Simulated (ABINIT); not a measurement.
# TiO2 (Anatase): G0W0 with ABINIT, start to end, part 3 of 3

Aim: the G0W0 gap of TiO2 (Anatase) on PBE, step by step.

ABINIT 10.8.3; PBE and many-body steps on it, plane waves. Known limits of the many-body steps: not at the basis limit.

So far. Step 3 (Bands along the symmetry lines): The gap is 2.141 eV, −0.045 eV from the run before at this level. Step 4 (Empty states on the mesh, 4×4×4 mesh, 115 bands): On this mesh the gap is 2.189 eV.

## (5) Screening, 4×4×4 mesh, 105 bands, screening to 130.6 eV

The RPA dielectric matrix is built and inverted for each q.

This step: RPA screening on PBE, plane waves, norm-conserving pseudopotentials.

Contents of run.abi:

```
acell 3*1.0 Angstrom
rprim 
  -1.892100000000 1.892100000000 4.757300000000
  1.892100000000 -1.892100000000 4.757300000000
  1.892100000000 1.892100000000 -4.757300000000
ntypat 2
znucl 22 8
natom 6
typat 1 1 2 2 2 2
xred 
  0.000000000000 0.000000000000 0.000000000000
  0.750000000000 0.250000000000 0.500000000000
  0.208100000000 0.208100000000 0.000000000000
  0.958100000000 0.458100000000 0.500000000000
  0.541900000000 0.041900000000 0.500000000000
  0.791900000000 0.791900000000 0.000000000000
pp_dirpath "pseudos"
pseudos "Ti.upf, O.upf"
ecut 38
ngkpt 4 4 4
nshiftk 1
shiftk 0 0 0
kptopt 1
chksymbreak 0
istwfk *1
occopt 1
irdwfk 1
optdriver 3
nband 105
ecuteps 4.8
inclvkb 2
awtr 1
symchi 1
indata_prefix "in"
outdata_prefix "out"
tmpdata_prefix "tmp"
```

Launch:

```console
> OMP_NUM_THREADS=1 mpirun -n 4 abinit run.abi > log
```

Numbers of over 12 decimals in the logs are rounded to 6 here.

Log:

```text
.Version 10.8.3 of ABINIT. v10.8.2 released Aug 2026.

 Symmetries : space group I4_1/a m d (#141); Bravais tI (body-center tetrag.)
[... echo of the input left out ...]
== DATASET  1 ==================================================================
-   mpi_nproc: 4, omp_nthreads: 1 (-1 if OMP is not activated)

--- !DatasetInfo
iteration_state: {dtset: 1, }
dimensions: {natom: 6, nkpt: 13, mband: 105, nsppol: 1, nspinor: 1, nspden: 1, mpw: 5174, }
cutoff_energies: {ecut:  38.0, pawecutdg:  -1.0, }
electrons: {nelect:   4.80000000E+01, charge:   0.00000000E+00, occopt:   1.00000000E+00, tsmear:   1.00000000E-02, }

 SCREENING: Calculation of the susceptibility and dielectric matrices

 Based on a program developped by R.W. Godby, V. Olevano, G. Onida, and L. Reining.
 Incorporated in ABINIT by V. Olevano, G.-M. Rignanese, and M. Torrent.
.Using double precision arithmetic ; gwpc =  8

[... cell and pseudopotentials left out ...]
--------------------------------------------------------------------------------

 ==== K-mesh for the wavefunctions ====
 Number of points in the irreducible wedge :    13
[... list of points left out ...]
 Together with 16 symmetry operations and time-reversal symmetry
 yields    64 points in the full Brillouin Zone.

 ==== Q-mesh for the screening function ====
 Number of points in the irreducible wedge :    13
[... list of points left out ...]
 Together with 16 symmetry operations and time-reversal symmetry
 yields    64 points in the full Brillouin Zone.

 setmesh: FFT mesh size selected  =    72x   72x   72
          total number of points  =       373248

 vcoul_init : cutoff-mode = AUXILIARY_FUNCTION
 q-points for optical limit:   1
     1)      0.000010    0.000020    0.000030

- screening: taking advantage of time-reversal symmetry
- Maximum band index for partially occupied states nbvw = 24
- Remaining bands to be divided among processors   nbcw = 81
- Number of bands treated by each node ~20

 Number of electrons calculated from density =   48.0000; Expected =   48.0000
 average of density, n =  0.104409
 r_s =    1.3174
 omega_plasma =   31.1690 [eV]

 calculating chi0 at frequencies [eV] :
  1    0.000000E+00    0.000000E+00
  2    0.000000E+00    3.116905E+01

--------------------------------------------------------------------------------
  q-point number  1        q = ( 0.000000, 0.000000, 0.000000) [r.l.u.]
--------------------------------------------------------------------------------
[... chi0 elements left out ...]
 For q-point:  0.000010 0.000020 0.000030
  dielectric constant =   6.6840
  dielectric constant without local fields =   7.0363

  Average fulfillment of the sum rule on Im[epsilon] for q-point    1 :     52.30  [%]
[... wings left out ...]
  q-point number  2        q = ( 0.250000, 0.000000, 0.000000) [r.l.u.]
--------------------------------------------------------------------------------
[... chi0 elements left out ...]
  Average fulfillment of the sum rule on Im[epsilon] for q-point    2 :     63.35  [%]

 [... 11 further q-points ...]
```

The job ended after 23 min (4 MPI ranks of Arm Neoverse V1, shared host; peak memory 14 GiB).

Numbers from this step:

| Item | Value |
| --- | --- |
| ε∞ with local fields, on this mesh, along the program's q direction | 6.684 |
| the same without local fields | 7.036 |
| plasma frequency | 31.17 eV |
| plane waves in the screening matrix | 213 |

Local fields lower ε∞ by 5 %.

## (6) Self-energy, 4×4×4 mesh, 105 bands, screening to 130.6 eV

The self-energy is evaluated for the states that the input lists, and the levels follow from it, in one-shot runs by the linearised quasiparticle equation.

This step: G0W0 on PBE, plane waves, norm-conserving pseudopotentials.

run.abi: that of step 5 with these lines changed.

```diff
@@ -27,8 +27,19 @@
 irdwfk 1
-optdriver 3
+optdriver 4
 nband 105
+gwcalctyp 0
+ecutsigx 38
+symsigma 1
+nkptgw 3
+kptgw 
+  0.5000000000 0.5000000000 0.0000000000
+  0.0000000000 0.0000000000 0.0000000000
+  -0.2500000000 -0.2500000000 0.2500000000
+bdgw 
+  23 26
+  23 26
+  23 26
 ecuteps 4.8
-inclvkb 2
-awtr 1
-symchi 1
+irdscr 1
+ppmodel 1
 indata_prefix "in"
```

Log:

```text
.Version 10.8.3 of ABINIT. v10.8.2 released Aug 2026.

 Symmetries : space group I4_1/a m d (#141); Bravais tI (body-center tetrag.)
[... echo of the input left out ...]
== DATASET  1 ==================================================================
-   mpi_nproc: 4, omp_nthreads: 1 (-1 if OMP is not activated)

--- !DatasetInfo
iteration_state: {dtset: 1, }
dimensions: {natom: 6, nkpt: 13, mband: 105, nsppol: 1, nspinor: 1, nspden: 1, mpw: 5174, }
cutoff_energies: {ecut:  38.0, pawecutdg:  -1.0, }
electrons: {nelect:   4.80000000E+01, charge:   0.00000000E+00, occopt:   1.00000000E+00, tsmear:   1.00000000E-02, }

 SIGMA: Calculation of the GW corrections

 Based on a program developped by R.W. Godby, V. Olevano, G. Onida, and L. Reining.
 Incorporated in ABINIT by V. Olevano, G.-M. Rignanese, and M. Torrent.
.Using double precision arithmetic ; gwpc =  8

[... cell and pseudopotentials left out ...]
--------------------------------------------------------------------------------

 ==== K-mesh for the wavefunctions ====
 Number of points in the irreducible wedge :    13
[... list of points left out ...]
 Together with 16 symmetry operations and time-reversal symmetry
 yields    64 points in the full Brillouin Zone.

 ==== Q-mesh for screening function ====
 Number of points in the irreducible wedge :    13
[... list of points left out ...]
 Together with 16 symmetry operations and time-reversal symmetry
 yields    64 points in the full Brillouin Zone.

 vcoul_init : cutoff-mode = AUXILIARY_FUNCTION
 q-points for optical limit:   1
     1)      0.000010    0.000020    0.000030
 setmesh: FFT mesh size selected  =    72x   72x   72
          total number of points  =       373248

 Number of electrons calculated from density =   48.0000; Expected =   48.0000
 average of density, n =  0.104409
 r_s =    1.3174
 omega_plasma =   31.1690 [eV]

 === KS Band Gaps ===
  >>>> For spin  1
   Minimum direct gap =   2.4917 [eV], located at k-point      :  -0.2500 -0.2500  0.2500
   Fundamental gap    =   2.1887 [eV], Top of valence bands at :   0.5000  0.5000  0.0000
                                       Bottom of conduction at :   0.0000  0.0000  0.0000
 SIGMA fundamental parameters:
 PLASMON POLE MODEL  1
 number of plane-waves for SigmaX                 5117
 number of plane-waves for SigmaC and W            213
 number of plane-waves for wavefunctions          5117
 number of bands                                   105
 number of independent spin polarizations            1
 number of spinorial components                      1
 number of k-points in IBZ                          13
 number of q-points in IBZ                          13
 number of symmetry operations                      16
 number of k-points in BZ                           64
 number of q-points in BZ                           64
 number of frequencies for dSigma/dE                 9
 frequency step for dSigma/dE [eV]                0.25
 number of omega for Sigma on real axis              0
 max omega for Sigma on real axis  [eV]           0.00
 zcut for avoiding poles [eV]                     0.10

 EPSILON^-1 parameters (SCR file):
 dimension of the eps^-1 matrix on file            213
 dimension of the eps^-1 matrix used               213
 number of plane-waves for wavefunctions          5117
 number of bands                                   105
 number of q-points in IBZ                          13
 number of frequencies                               2
 number of real frequencies                          1
 number of imag frequencies                          1

 matrix elements of self-energy operator (all in [eV])

 Perturbative Calculation

--- !SelfEnergy_ee
iteration_state: {dtset: 1, }
kpoint     : [   0.500,    0.500,    0.000, ]
spin       : 1
KS_gap     :    3.429
QP_gap     :    5.202
Delta_QP_KS:    1.773
data: !SigmaeeData |
     Band     E0 <VxcDFT>   SigX SigC(E0)      Z dSigC/dE  Sig(E)    E-E0       E
       23   4.093 -20.082 -24.797   4.998   0.764  -0.308 -19.866   0.216   4.309
       24   4.093 -20.082 -24.797   4.998   0.764  -0.308 -19.866   0.216   4.309
       25   7.522 -21.007 -12.455  -5.971   0.771  -0.297 -19.017   1.990   9.511
       26   7.522 -21.007 -12.455  -5.971   0.771  -0.297 -19.017   1.990   9.511

--- !SelfEnergy_ee
iteration_state: {dtset: 1, }
kpoint     : [   0.000,    0.000,    0.000, ]
spin       : 1
KS_gap     :    2.617
QP_gap     :    4.220
Delta_QP_KS:    1.602
data: !SigmaeeData |
     Band     E0 <VxcDFT>   SigX SigC(E0)      Z dSigC/dE  Sig(E)    E-E0       E
       23   3.664 -19.550 -24.420   5.050   0.763  -0.311 -19.413   0.138   3.802
       24   3.664 -19.550 -24.420   5.050   0.763  -0.311 -19.413   0.138   3.802
       25   6.282 -19.340 -11.803  -5.325   0.786  -0.272 -17.600   1.740   8.021
       26   7.028 -20.506 -12.086  -5.925   0.776  -0.289 -18.571   1.935   8.962

--- !SelfEnergy_ee
iteration_state: {dtset: 1, }
kpoint     : [  -0.250,   -0.250,    0.250, ]
spin       : 1
KS_gap     :    2.492
QP_gap     :    4.052
Delta_QP_KS:    1.560
data: !SigmaeeData |
     Band     E0 <VxcDFT>   SigX SigC(E0)      Z dSigC/dE  Sig(E)    E-E0       E
       23   3.893 -20.281 -24.945   4.932   0.767  -0.305 -20.075   0.206   4.099
       24   3.893 -20.281 -24.945   4.932   0.767  -0.305 -20.075   0.206   4.099
       25   6.385 -19.488 -11.831  -5.407   0.785  -0.274 -17.722   1.766   8.151
       26   6.912 -20.310 -12.031  -5.830   0.778  -0.286 -18.406   1.904   8.816

== END DATASET(S) ==============================================================
================================================================================

 -outvars: echo values of variables after computation  --------
           etotal      0.0000000000E+00
            nband         105
             nkpt          13
          spgroup         141
 [... the other variables as echoed above ...]

 Calculation completed.
```

Run time: 47 s. Hardware: 4 MPI ranks; peak memory 9 GiB.

This step gave:

| Quantity | Value |
| --- | --- |
| G0W0 gap on the points computed | 3.712 eV |
| starting gap on the mesh | 2.189 eV |
| k of the valence top | 0.5, 0.5, 0 |
| k of the conduction bottom | 0, 0, 0 |
| Z at the valence top | 0.764 |
| Z at the conduction bottom | 0.786 |
| least direct G0W0 gap on the computed points | 4.052 eV |

The gap on the mesh goes from 2.19 eV to 3.71 eV, a correction of +1.52 eV.

Limits: finite bands, cutoff and mesh. v1 is the top filled band, c1 the lowest empty one. The levels before and after the correction (eV, zero at the valence-band top of each column):

|  | conduction bottom | valence top |
| --- | --- | --- |
| Kohn-Sham | 2.19 | 0.00 |
| G0W0 | 3.71 | 0.00 |

|  | level | energy (eV) |
| --- | --- | --- |
| Kohn-Sham | (0.5 0.5 0) v2-v1 | 0.000 |
| Kohn-Sham | (0.5 0.5 0) c1-c2 | 3.429 |
| Kohn-Sham | Γ v2-v1 | -0.429 |
| Kohn-Sham | Γ c1 | 2.189 |
| Kohn-Sham | Γ c2 | 2.935 |
| G0W0 | (0.5 0.5 0) v2-v1 | 0.000 |
| G0W0 | (0.5 0.5 0) c1-c2 | 5.202 |
| G0W0 | Γ v2-v1 | -0.507 |
| G0W0 | Γ c1 | 3.712 |
| G0W0 | Γ c2 | 4.653 |

## (7) Where the time went

Times are wall times on 4 MPI ranks of Arm Neoverse V1, shared host. The host was busy with other work, so they are no guide to cost.

| step | time | share | memory (GiB) |
| --- | --- | --- | --- |
| ground state | 4 min | 13 % | 0.57 |
| bands along the symmetry lines | 3 min | 9 % | 0.5 |
| empty states on the mesh | 90 s | 5 % | 0.45 |
| screening | 23 min | 71 % | 14 |
| self-energy | 47 s | 2 % | 9 |

## (8) Results

| Item | Value |
| --- | --- |
| PBE gap | 2.14 eV, indirect |
| G0W0 gap on the mesh | 3.71 eV |
| G0W0 gap over the zone (rigid shift) | 3.66 eV |
| GW settings | 4×4×4 mesh, 105 bands, screening to 130.6 eV, Godby-Needs plasmon pole |
| known limits | not at the basis limit |

**Reading.** G0W0 moves the gap on the mesh from 2.19 eV to 3.71 eV (+1.52 eV), with Z of 0.76 and 0.79 at the edges. The mesh misses the band edges by 0.05 eV in all; a rigid shift gives 3.66 eV for the zone. Local fields lower the RPA ε∞ on this mesh from 7.04 to 6.68. Only 3 of the mesh's irreducible points were corrected, so a valley elsewhere could overtake. The dearest step here is «screening». Against experiment, by G0W0@PBE: the gap of 3.66 eV lies +0.21 eV from the measured 3.45 eV (optical, 2023); the gap of 3.66 eV lies +0.37 eV from the measured 3.293 eV (indirect, 300 K, 2024); the direct gap of 4.05 eV lies +0.07 eV from the measured 3.98 eV (electronic, quoted 2020); the direct gap of 4.05 eV lies +0.18 eV from the measured 3.87 eV (direct, 2023); the gap of 3.66 eV lies +0.49 eV from the measured 3.17 eV (kind not stated, 2020). An exciton line or allowed optical edge lies below the quasiparticle gap by the binding energy; a forbidden edge can push the onset above it. The calculation has static nuclei and no excitons; a measured gap holds zero-point and thermal motion, which mostly lowers it. Bands and cutoff are finite, so the gap is not at the basis limit. The miss can reach some tenths of an eV and take either sign; the mesh is an error of its own. In the G0W0 run levels were corrected at 3 k points alone, so a gap called «on the mesh» is the least over those, and an edge elsewhere would be missed.

[Paths, hosts, dates, memory and timing lines, banners, echoed tables and standing remarks are left out of the program output.]

[Logs are printed without paths, hosts, clocks, repeated set-up lines and the standing remarks that a program may print on its own settings, such as how far it seeks lower states.]

[Runs of the session that timed out or met a known fault of the program may be left out.]

[Hosts, paths, dates, database ids (printed as entryN), source tags and the programs' standing remarks are cut or masked in the printed files.]

[G0W0 gaps are taken among the corrected bands and points alone; a level outside them can change the order at an edge.]

[Where Ansatz stands beside ABINIT at settings called matched, ABINIT's density can come from a denser mesh and the files from another edition; pairs whose starting gaps differed by over 0.03 eV were left out, so agreement reads better than it is.]
